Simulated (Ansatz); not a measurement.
**CsPbBr3 (Pm-3m): from the cell to its phonons**

Wanted: phonon frequencies of CsPbBr3 (Pm-3m) and what follows from them.

Program: Ansatz 0.2.0. Level of theory: DFT PBEsol, scalar-relativistic, plane waves, PAW; PAW set soft_1. Results are calculated unless marked as measured.

In doubt: the program warns that the response may not be converged on this k-mesh (step 4), which bears on the force constants and all frequencies.

### 1. The starting structure

The structure is cubic, space group Pm-3m (No. 221). The conventional cell has a = 5.870 Å, b = 5.870 Å, c = 5.870 Å, α = 90.00°, β = 90.00°, γ = 90.00°. Nearest to Cs lie 12 Br at 4.15 Å. Nearest to Pb lie 6 Br at 2.94 Å. Nearest to Br lie 2 Pb at 2.94 Å and 4 Cs at 4.15 Å. Farther neighbours and most contacts between anions are not listed.

Structure file:

```cif
data_structure
_symmetry_space_group_name_H-M 'P 1'
_symmetry_Int_Tables_number 1
_cell_length_a 5.8700
_cell_length_b 5.8700
_cell_length_c 5.8700
_cell_angle_alpha 90.000
_cell_angle_beta 90.000
_cell_angle_gamma 90.000
_cell_volume 202.26
loop_
_atom_site_label
_atom_site_type_symbol
_atom_site_fract_x
_atom_site_fract_y
_atom_site_fract_z
_atom_site_occupancy
Cs1 Cs 0.00000 0.00000 0.00000 1
Pb2 Pb 0.50000 0.50000 0.50000 1
Br3 Br 0.00000 0.50000 0.50000 1
Br4 Br 0.50000 0.00000 0.50000 1
Br5 Br 0.50000 0.50000 0.00000 1
```

### 2. Bringing the structure to rest

The cell and atoms are relaxed, since residual forces and stress would shift the frequencies.

Input file input.yaml:

```yaml
crystal:
  lattice:
    - [5.87, 0.0, 0.0]
    - [0.0, 5.87, 0.0]
    - [0.0, 0.0, 5.87]
  atoms:
    - { symbol: Cs, position: [0.0, 0.0, 0.0] }
    - { symbol: Pb, position: [0.5, 0.5, 0.5] }
    - { symbol: Br, position: [0.0, 0.5, 0.5] }
    - { symbol: Br, position: [0.5, 0.0, 0.5] }
    - { symbol: Br, position: [0.5, 0.5, 0.0] }
kpoints:
  mp_grid: { grid: [6, 6, 6] }
hamiltonian:
  xc: pbesol
  pseudopotentials: { kind: paw, azcp: { folder: soft_1 }, xc_functional: pbe }
scf:
  occupations: { method: gaussian, width: 0.02 }
output:
  forces: true
  stress: true
  eigenvalues: true
  write_density: true
  write_potential: true
  elf: true
  volumetric_format: npy
relax:
  adjacent_minimum: "off"
  f_tol: 0.005
  max_steps: 80
  cell: { stress_tol: 0.05 }
```

On the command line:

```console
> ansatz run input.yaml --threads 4 --pin off --max-ram 10240MiB --backend cpu --events-out ev --progress --plain --runs-dir out
```

Numbers of over 12 decimals in the logs are rounded to 6 here.

Output:

```text
Engine: ansatz 0.2.0, aarch64-unknown-linux-gnu
Pseudopotentials: kind: paw
Pseudopotential: Cs, paw, valence charge 9, recommended cutoff 420 eV (normal), soft_1/Cs.paw.azcp
Pseudopotential: Pb, paw, valence charge 14, recommended cutoff 420 eV (normal), soft_1/Pb.paw.azcp
Pseudopotential: Br, paw, valence charge 7, recommended cutoff 420 eV (normal), soft_1/Br.paw.azcp
Functional definition: PBEsol
  exchange = pbesol_x
  correlation = pbesol_c
Crystal: 5 atoms, lattice volume = 202.262 Å³
Basis set: ecut = 420 eV, 3911 PW (Γ), exchange–correlation on 80×80×80 points (8 copies of the dense FFT grid, shifted against one another)
Bands: 27, of which v1, the nominal top of the filled ones, is band 22 counted from 1 (21 counted from 0)
Symmetry: 48 space group operations
Space group: Pm-3m (ITA 221), of the structure as read, at distance tolerance 5.9e-5 Å
k-points: 20 of 216
Non-local potential: Cs, projectors of the file, l = 0: 3, l = 1: 2, l = 2: 2, l = 3: 2
Non-local potential: Pb, projectors of the file, l = 0: 2, l = 1: 2, l = 2: 2, l = 3: 1
Non-local potential: Br, projectors of the file, l = 0: 2, l = 1: 2, l = 2: 2
PAW form: soft (Blöchl's): semilocal exchange-correlation on the pseudo side does not see the compensation charge
PAW frozen core: Cs, regenerated for the run's functional, and the local potential with it (the file was generated under x = pbe(κ = 0.804, μ = 0.219515), c = pbe(β = 0.066725))
PAW frozen core: Pb, regenerated for the run's functional, and the local potential with it (the file was generated under x = pbe(κ = 0.804, μ = 0.219515), c = pbe(β = 0.066725))
PAW frozen core: Br, regenerated for the run's functional, and the local potential with it (the file was generated under x = pbe(κ = 0.804, μ = 0.219515), c = pbe(β = 0.066725))
PAW one-centre angular grid: Cs, 194 points (default); XC on 64 Gauss nodes
PAW one-centre angular grid: Pb, 590 points (default); XC on 64 Gauss nodes
PAW one-centre angular grid: Br, 110 points (default); XC on 64 Gauss nodes
Initial density: superposition of atomic densities (chi_scale 0.1, normalization cell, long waves kept (reshape's long-wave potential 0.00 eV rms))
Initial wavefunctions: pseudopotential atomic-orbital guess
Functional: x = pbesol(κ = 0.804, μ = 0.123457), c = pbesol(β = 0.046)
SCF iter   1: F=—  HF=-25559.903035 eV  |F-HF|=—  |Δ(HF+E_count)|=         —  Δρ=1.95e-2  dr2=2.00e0  ethr=3.10e-3  ⟨swp⟩=7.3  Hψ=2712  notcnv=0
preconditioner: auto → Resta (q_TF=auto, 2.116 Å⁻¹)  ε∞=2.9  [insulator: Δε(μ)=1.309 eV  Ē_g=12.200 eV  σ=0.020 eV  W_gap=1.00  n_scr=26 (ndim 8)  ℏωp=16.9 eV  f_vac=0.010  D(μ)=0.00/eV (n_scr^D=0)  ε∞_Penn≈2.9]
SCF iter   2: F=—  HF=-25559.202494 eV  |F-HF|=—  |Δ(HF+E_count)|=   7.01e-1  Δρ=9.89e-3  dr2=6.79e-1  ethr=3.10e-3  ⟨swp⟩=3.0  Hψ=844  notcnv=0  defer=20
SCF iter   3: F=—  HF=-25558.869614 eV  |F-HF|=—  |Δ(HF+E_count)|=   3.33e-1  Δρ=2.52e-3  dr2=2.02e-2  ethr=1.54e-3  ⟨swp⟩=4.3  Hψ=1484  notcnv=0  defer=20
SCF iter   4: F=—  HF=-25558.866799 eV  |F-HF|=—  |Δ(HF+E_count)|=   2.81e-3  Δρ=8.15e-4  dr2=1.98e-3  ethr=4.60e-5  ⟨swp⟩=3.8  Hψ=1023  notcnv=0  defer=20
SCF iter   5: F=—  HF=-25558.867188 eV  |F-HF|=—  |Δ(HF+E_count)|=   3.89e-4  Δρ=1.69e-4  dr2=5.93e-5  ethr=4.50e-6  ⟨swp⟩=2.5  Hψ=963  notcnv=0  defer=20
SCF iter   6: F=—  HF=-25558.867251 eV  |F-HF|=—  |Δ(HF+E_count)|=   6.27e-5  Δρ=3.46e-5  dr2=2.67e-6  ethr=1.35e-7  ⟨swp⟩=2.3  Hψ=981  notcnv=0  defer=20
SCF iter   7: F=—  HF=-25558.867255 eV  |F-HF|=—  |Δ(HF+E_count)|=   3.93e-6  Δρ=7.78e-6  dr2=1.85e-7  ethr=6.07e-9  ⟨swp⟩=2.0  Hψ=960  notcnv=0  defer=20
SCF iter   8: F=-25558.867255 eV  HF=-25558.867255 eV  |F-HF|=2.78e-8  |Δ(HF+E_count)|=   2.27e-7  Δρ=2.12e-6  dr2=1.34e-8  ethr=2.27e-10  ⟨swp⟩=17.2  Hψ=4769  notcnv=0
SCF 1 converged in 8 iterations: F = -25558.867255 eV  dr2 = 1.34e-8
  greatest PAW one-centre occupation: 0.982 electrons in one spin orbital (limit 2), on the Pb atom at site 1 (counted from 0), in its partial waves of l = 2
relax step   1: F+E_penalty+E_count = -25558.86725489 eV  Δ(F+E_penalty+E_count) = +0.000e0 eV  max|allowed force component| = 4.131e-29 eV/Å  Δτ_max = 0.0000 Å  P = +0.023 GPa  Ω = 202.262 Å³  (8 SCF iters, dr2 threshold 1.00e-7 eV, accepted)
Initial density: handed on by an earlier stage of this run
Initial wavefunctions: pseudopotential atomic-orbital guess (no wavefunctions were taken with the density)
iter 1 solved again at ethr=1.89e-7 eV; its pass at ethr=3.10e-3 eV (dr2=8.32e-5 eV) is discarded
SCF iter   1: F=—  HF=-25558.867284 eV  |F-HF|=—  |Δ(HF+E_count)|=         —  Δρ=2.29e-6  dr2=1.39e-8  ethr=1.89e-7  ⟨swp⟩=3.1  Hψ=4506  notcnv=0
eigensolver tolerance schedule: the retry pair's looser diagonalisation over-reported the residual by 5980.47 of it (diagonalisation noise at 0.57 of the residual, at the tolerance the schedule requests for it); recorded, not acted on — ethr = c·dr2/N_el stays at c = 1.0e-1
preconditioner: auto → Resta (q_TF=auto, 2.116 Å⁻¹)  ε∞=2.8  [insulator: Δε(μ)=1.436 eV  Ē_g=12.721 eV  σ=0.020 eV  W_gap=1.00  n_scr=26 (ndim 8)  ℏωp=16.9 eV  f_vac=0.043  D(μ)=0.00/eV (n_scr^D=0)  ε∞_Penn≈2.8]
SCF iter   2: F=—  HF=-25558.867255 eV  |F-HF|=—  |Δ(HF+E_count)|=   2.95e-5  Δρ=1.25e-6  dr2=5.70e-9  ethr=3.16e-11  ⟨swp⟩=3.0  Hψ=1382  notcnv=0
SCF iter   3: F=—  HF=-25558.867255 eV  |F-HF|=—  |Δ(HF+E_count)|=   1.55e-8  Δρ=5.94e-7  dr2=1.01e-9  ethr=1.30e-11  ⟨swp⟩=2.0  Hψ=791  notcnv=0
SCF iter   4: F=—  HF=-25558.867255 eV  |F-HF|=—  |Δ(HF+E_count)|=   2.10e-9  Δρ=2.07e-7  dr2=9.81e-11  ethr=2.30e-12  ⟨swp⟩=2.0  Hψ=776  notcnv=0
SCF iter   5: F=-25558.867255 eV  HF=-25558.867255 eV  |F-HF|=7.28e-12  |Δ(HF+E_count)|=  2.69e-10  Δρ=3.72e-8  dr2=3.14e-12  ethr=1.00e-12  ⟨swp⟩=6.5  Hψ=2595  notcnv=0
SCF 2 converged in 5 iterations: F = -25558.867255 eV  dr2 = 3.14e-12
relax step   2: F+E_penalty+E_count = -25558.86725490 eV  Δ(F+E_penalty+E_count) = -6.334e-9 eV  max|allowed force component| = 5.025e-29 eV/Å  Δτ_max = 0.0000 Å  P = +0.023 GPa  Ω = 202.262 Å³  stress off target by 2.30e-2 GPa  SCF on the basis re-selected at this cell (its energy is not comparable with the rows above)  (5 SCF iters)
basis re-selected at this cell: Δ(F+E_penalty+E_count) = -6.334e-9 eV, ΔP = -0.000 GPa vs the last step (what re-selecting the basis moved, of the pressure what is left beyond the Pulay correction that the steps carried, after the strain that the cell walked since its last selection, with what the two solves' SCF thresholds leave and, on support functions, any second-order correction that the steps lacked; it is no m [...]
SCF converged after 5 iterations
Free energy (F): -25558.867255 eV
Harris-Foulkes:  -25558.867255 eV  (|F-HF|=7.28e-12)
Internal energy: -25558.867255 eV  (E = F + TS)
E sigma→0 (E₀):  -25558.867255 eV
Fermi energy:    4.479657 eV
--- Per-component energies (eV) ---
  E_band       = -242.462301
  E_kinetic    = 830.696312
  E_local      = -2557.710961  (includes V_loc(G=0)·N_el)
  E_nonlocal   = 486.891875
  E_hartree    = 945.547098
  E_xc         = -967.970729
  E_vxc        = -603.598795  (∫ρ·V_xc dr)
  E_paw        = -22024.058310  (= ΣΔE_a)
  E_vpaw       = -289.834899  (= ΣTr[D̂ρ^β])
  E_aug_tail   = -0.000014  (compensation charges beyond the density's cutoff)
  E_ewald      = -2272.745672
  E_core_change = 0.483147  (= ΣΔE_core)
  E_smearing   = -0.000000  (= −TS)
  E_closure    = 0.000000  (closes the sum)
  Σ components = -25558.867255   (vs F -25558.867255, Δ=0.00e0)
--- Forces (eV/Å), atoms counted from 1 ---
  atom   1  Cs    -0.00000000     0.00000000     0.00000000
  atom   2  Pb     0.00000000     0.00000000     0.00000000
  atom   3  Br     0.00000000    -0.00000000    -0.00000000
  atom   4  Br     0.00000000    -0.00000000    -0.00000000
  atom   5  Br     0.00000000     0.00000000     0.00000000
  max |Σ_I F_I| component: 8.53e-29 eV/Å
--- Stress (GPa, compression-positive) ---
        0.023023       0.000000       0.000000
        0.000000       0.023023       0.000000
        0.000000       0.000000       0.023023
  P = ⅓ Tr σ = 0.0230 GPa (0.230 kbar)
--- Band table (eV; the first three rows and the last of 20) ---
  k-point 0: bands = [... 18 lower, 1.5908, 1.7108, 1.7108, 1.7108, 6.6417, 7.7833, 7.7833, 8.5255, ... 1 higher]
  k-point 1: bands = [... 18 lower, 1.5581, 1.6787, 1.6787, 1.6957, 6.9179, 7.9490, 7.9981, 8.6189, ... 1 higher]
  k-point 2: bands = [... 18 lower, 1.4893, 1.6243, 1.6243, 1.8962, 7.1366, 7.6645, 8.3847, 8.5054, ... 1 higher]
  k-point 19: bands = [... 18 lower, 2.0871, 2.0871, 2.0871, 3.7620, 5.1976, 5.1976, 5.1976, 8.1541, ... 1 higher]
--- Relaxed structure (1 steps of the walk, 1 accepted, 1 SCFs on fresh bases) ---
  F+E_penalty+E_count = -25558.86725490 eV   max|allowed force component| = 5.025e-29 eV/Å   (the final SCF, on the basis selected at the relaxed cell)
  cell:  # Å, volume = 202.2620 Å³
    - [5.87, 0.0, 0.0]
    - [0.0, 5.87, 0.0]
    - [0.0, 0.0, 5.87]
  atoms:
    - { symbol: Cs, position: [0.0, 0.0, 0.0] }
    - { symbol: Pb, position: [0.5, 0.5, 0.5] }
    - { symbol: Br, position: [0.0, 0.5, 0.5] }
    - { symbol: Br, position: [0.5, 0.0, 0.5] }
    - { symbol: Br, position: [0.5, 0.5, 0.0] }
```

It took 4.8 s on 4 threads of Arm Neoverse V1, shared host; peak memory 0.55 GiB.

Little changed from the start: no atom moved by 0.005 Å and no cell edge by 0.1 %.

This step gave:

```yaml
pressure: 0.02302 GPa
gap_on_the_k_mesh: 1.436 eV
volume_per_atom: 40.45 Å³
direct_gap_on_mesh: 1.436 eV
```

ELF in the ac plane at fractional y = 0.500, with atoms of Pb and Br within 0.2 Å of it. It is the smooth field of the valence electrons, not physical close to the nuclei.

Ten even steps from '_' (0.00) to '@' (0.88), each cell a mean:
```
______==%%@@@@--..##@@@@**::____
______..**%%@@@@%%@@@@##==______
::..____::++##%%%%%%**==..____::
##++::____..----==--::..__..==**
@@%%**::__..::----::::....==##@@
@@@@%%==..::========--::::**@@@@
++%%@@**::--==::..--==::--%%@@##
__==@@**::==--____..==--==%%%%..
..**@@**::====..__::==----%%@@--
@@@@@@++::--++==--====::--##@@@@
@@@@##--..::--====--::....++%%@@
%%##==..__..::::::::..____::**%%
==--..__..--++******==::____..==
______..==##@@@@@@@@%%**::______
______--##@@@@**==%%@@%%++..____
______==%%@@@@..__++@@@@##::____
```
Columns run along a (5.9 Å), rows up along c (5.9 Å). Atoms in or near the plane, at fractional coordinates: Pb at (0.50, 0.50), Br at (0.00, 0.50), Br at (0.50, 0.00).

Valence density in the ac plane at fractional y = 0.500, with atoms of Pb and Br within 0.2 Å of it. It is the smooth field of the valence electrons, not physical close to the nuclei.

Ten steps, logarithmic in the rise over the least value, from '0' (-0.1 e/Å³) to '9' (7.5 e/Å³), each cell a mean:
```
1111245545532111
1111235565432111
1111223444321111
2211122333221122
3322223443222233
5542234665422345
5653346888533455
0554357998643464
4554357998643455
6543235776432355
4432223554322234
3221122333221222
1111123443221111
1111234555421111
1111245556532111
1111346405532111
```
Columns run along a (5.9 Å), rows up along c (5.9 Å). Atoms in or near the plane, at fractional coordinates: Pb at (0.50, 0.50), Br at (0.00, 0.50), Br at (0.50, 0.00).

Electrostatic potential energy in the ac plane at fractional y = 0.500, with atoms of Pb and Br within 0.2 Å of it. With pseudopotentials it is smooth inside the atoms' cores, unlike the true potential.

Values in eV, 16 rows by 16 columns, each cell a mean:
```
  8   8   8   8   7  -1 -29 -55 -58 -47 -13   4   8   9   8   8
  8   8   9   8   8   4  -9 -30 -36 -21  -1   6   8   9   9   8
  8   9   9   8   8   7   3  -2  -4   0   5   7   8   9   9   9
  8   8   8   8   8   7   5   3   3   4   6   7   8   8   8   8
  4   5   7   7   7   5   2  -2  -4  -1   3   6   7   7   6   4
-18  -8   2   6   5   1 -11 -26 -29 -20  -5   3   6   5  -1 -13
-52 -37  -8   3   3  -7 -31 -38 -37 -38 -20  -1   4   0 -21 -47
-58 -52 -19   1   2 -13 -37 -34 -31 -37 -29  -4   3  -4 -36 -58
-57 -47 -14   2   2 -11 -36 -36 -34 -38 -26  -2   3  -2 -30 -55
-35 -20  -2   5   4  -3 -21 -36 -37 -31 -11   2   5   3  -9 -29
 -3   1   5   7   6   3  -3 -11 -13  -7   1   5   7   7   4  -1
  7   7   8   8   7   6   4   2   2   3   5   7   8   8   8   7
  8   8   9   8   8   7   5   2   1   3   6   7   8   8   8   8
  8   9   9   9   8   5  -2 -14 -19  -8   2   7   8   9   9   8
  8   8   9   8   7   1 -20 -47 -52 -37  -8   5   8   9   8   8
  8   8   8   8   7  -3 -35 -57 -58 -52 -18   4   8   8   8   8
```
Columns run along a (5.9 Å; values clipped at the 3rd and 97th percentile), rows up along c (5.9 Å). Atoms in or near the plane, at fractional coordinates: Pb at (0.50, 0.50), Br at (0.00, 0.50), Br at (0.50, 0.00).

In this step the volume went from 40.45 to 40.45 Å³/atom.

### 3. Relaxing to small forces for the phonons, k-mesh 6×6×6

Phonons need a cell at rest on their own settings, so the relaxation is repeated with tight tolerances on forces and stress on the k mesh and occupations of the first response run.

input.yaml, the sections that differ from step 2:

```yaml
scf:
  occupations: { method: fixed }
output:
  forces: true
  stress: true
  eigenvalues: true
relax:
  adjacent_minimum: "off"
  f_tol: 0.001
  max_steps: 60
  cell: { stress_tol: 0.01 }
# crystal, kpoints, hamiltonian: as in step 2
```

Output:

```text
[...]
Crystal: 5 atoms, lattice volume = 202.262 Å³
Basis set: ecut = 420 eV, 3911 PW (Γ), exchange–correlation on 80×80×80 points (8 copies of the dense FFT grid, shifted against one another)
Bands: 27, of which v1, the nominal top of the filled ones, is band 22 counted from 1 (21 counted from 0)
Symmetry: 48 space group operations
[...]
k-points: 20 of 216
[...]
--- Relaxed structure (2 steps of the walk, 2 accepted, 1 SCFs on fresh bases) ---
[...]
cell:  # Å, volume = 202.3865 Å³
    - [5.871204, 0, 0]
    - [0.0, 5.871204, 0]
    - [0, 0, 5.871204]
  atoms:
    - { symbol: Cs, position: [0, 0, 0] }
    - { symbol: Pb, position: [0.5, 0.5, 0.5] }
    - { symbol: Br, position: [0, 0.5, 0.5] }
    - { symbol: Br, position: [0.5, 0, 0.5] }
    - { symbol: Br, position: [0.5, 0.5, 0] }
[key lines of the parts left out:]
SCF converged after 5 iterations
Free energy (F): -25558.867274 eV
Fermi energy:    3.753207 eV
P = ⅓ Tr σ = 0.0097 GPa (0.097 kbar)
```

Run time: 6 s. Hardware: 4 threads; peak memory 0.55 GiB.

Little changed from the start: no atom moved by 0.005 Å and no cell edge by 0.1 %.

Numbers from this step:

```yaml
pressure: 0.009704 GPa
gap_on_the_k_mesh: 1.438 eV
volume_per_atom: 40.48 Å³
direct_gap_on_mesh: 1.438 eV
```

The forces vanish by symmetry and the pressure is 0.010 GPa, within the tolerances set. The cell now holds 40.48 Å³/atom.

### 4. A first phonon run

The phonons are first tried on the mesh that the gap suggested.

input.yaml, the sections that differ from step 3:

```yaml
crystal:
  lattice:
    - [5.8712043682, 0.0, 0.0]
    - [0.0, 5.8712043682, 0.0]
    - [0.0, 0.0, 5.8712043682]
  atoms:
    - { symbol: Cs, position: [0.0, 0.0, 0.0] }
    - { symbol: Pb, position: [0.5, 0.5, 0.5] }
    - { symbol: Br, position: [0.0, 0.5, 0.5] }
    - { symbol: Br, position: [0.5, 0.0, 0.5] }
    - { symbol: Br, position: [0.5, 0.5, 0.0] }
output:
  eigenvalues: true
phonons:
  method: dfpt
  dielectric: true
  rigid_motions: translations
  raman: true
# kpoints, hamiltonian, scf: as in step 3
# relax: removed
```

Output:

```text
[...]
Crystal: 5 atoms, lattice volume = 202.387 Å³
Basis set: ecut = 420 eV, 3911 PW (Γ), exchange–correlation on 80×80×80 points (8 copies of the dense FFT grid, shifted against one another)
Bands: 27, of which v1, the nominal top of the filled ones, is band 22 counted from 1 (21 counted from 0)
Symmetry: 48 space group operations
k-points: 80 of 216 (irreducible under 2 space group operations, time reversal used)
[...]
optical modes at Γ + LO–TO along q̂ = [0.0000, 0.0000, 1.0000]:
      ω (cm⁻¹)  modes    IR ((D/Å)²/amu)  static Raman (Å⁴/amu)  depolarisation
[...]
36.32      2             0.4202                 0.0000               —
         39.36      1             0.0507                 0.0000               —
         99.50      2            13.7512                 0.0000               —
        160.94      1             7.6610                 0.0000               —
[key lines of the parts left out:]
SCF converged after 10 iterations
Free energy (F): -25558.867274 eV
Fermi energy:    3.753205 eV
```

Run time: 5.4 min. Hardware: 4 threads; peak memory 2.4 GiB.

This step gave:

| Property | Result |
| --- | --- |
| sum-rule residual before enforcement | 8.03e-5 eV/Å² |
| miss of the charge sum rule | 8.11e-4 e |
| estimated error of the dielectric tensor | 0.08998 |
| estimated error of the Born charges | 0.3083 e |
| point group | m-3m |
| highest optical mode at the zone centre (no LO-TO term) | 99.5 cm⁻¹ |
| lowest optical zone-centre mode | -17.75 cm⁻¹ |
| mean high-frequency dielectric constant | 4.900 |
| largest Born charge (third of the trace) | 4.315 e |
| top of the zone-centre spectrum with the field | 160.9 cm⁻¹ |

The highest optical mode at Γ without the field comes at 99.5 cm⁻¹, but the log warns of the mesh: “the force constants stand on the 6×6×6 k-mesh, whose period is 10.20 times the interband length at k = (-0.5000, -0.5000, -0.5000), direct gap 1.438 eV, under 14: take them and everything formed from them as unconverged”.

### 5. Relaxing to small forces for the phonons, k-mesh 10×10×10

The k mesh is raised to 10×10×10 since a zone-centre run on the first mesh warned that it was too coarse for the force constants, and the cell is relaxed again on it.

input.yaml, the sections that differ from step 4:

```yaml
kpoints:
  mp_grid: { grid: [10, 10, 10] }
output:
  forces: true
  stress: true
  eigenvalues: true
relax:
  adjacent_minimum: "off"
  f_tol: 0.001
  max_steps: 60
  cell: { stress_tol: 0.01 }
# crystal, hamiltonian, scf: as in step 4
# phonons: removed
```

Output:

```text
[...]
Crystal: 5 atoms, lattice volume = 202.387 Å³
Basis set: ecut = 420 eV, 3911 PW (Γ), exchange–correlation on 80×80×80 points (8 copies of the dense FFT grid, shifted against one another)
Bands: 27, of which v1, the nominal top of the filled ones, is band 22 counted from 1 (21 counted from 0)
Symmetry: 48 space group operations
[...]
k-points: 56 of 1000
[...]
--- Relaxed structure (1 steps of the walk, 1 accepted, 1 SCFs on fresh bases) ---
[...]
cell:  # Å, volume = 202.3865 Å³
    - [5.8712043682, 0.0, 0.0]
    - [0.0, 5.8712043682, 0.0]
    - [0.0, 0.0, 5.8712043682]
  atoms:
    - { symbol: Cs, position: [0.0, 0.0, 0.0] }
    - { symbol: Pb, position: [0.5, 0.5, 0.5] }
    - { symbol: Br, position: [0.0, 0.5, 0.5] }
    - { symbol: Br, position: [0.5, 0.0, 0.5] }
    - { symbol: Br, position: [0.5, 0.5, 0.0] }
[key lines of the parts left out:]
SCF converged after 6 iterations
Free energy (F): -25558.870871 eV
Fermi energy:    3.753035 eV
P = ⅓ Tr σ = -0.0080 GPa (-0.080 kbar)
```

Elapsed: 11 s, on 4 threads; peak memory 0.65 GiB.

Little changed from the start: no atom moved by 0.005 Å and no cell edge by 0.1 %.

Numbers from this step:

* pressure: -0.008012 GPa
* gap on the k-mesh: 1.439 eV
* direct gap on mesh: 1.439 eV

The forces vanish by symmetry and the pressure is -0.008 GPa, within the tolerances set. The cell now holds 40.48 Å³/atom.

(Part 1 of 2 ends here.)

[Logs are printed without paths, hosts, clocks, repeated set-up lines and the standing remarks that a program may print on its own settings, such as how far it seeks lower states.]

[Hosts, paths, dates, database ids (printed as entryN), source tags and the programs' standing remarks are cut or masked in the printed files.]
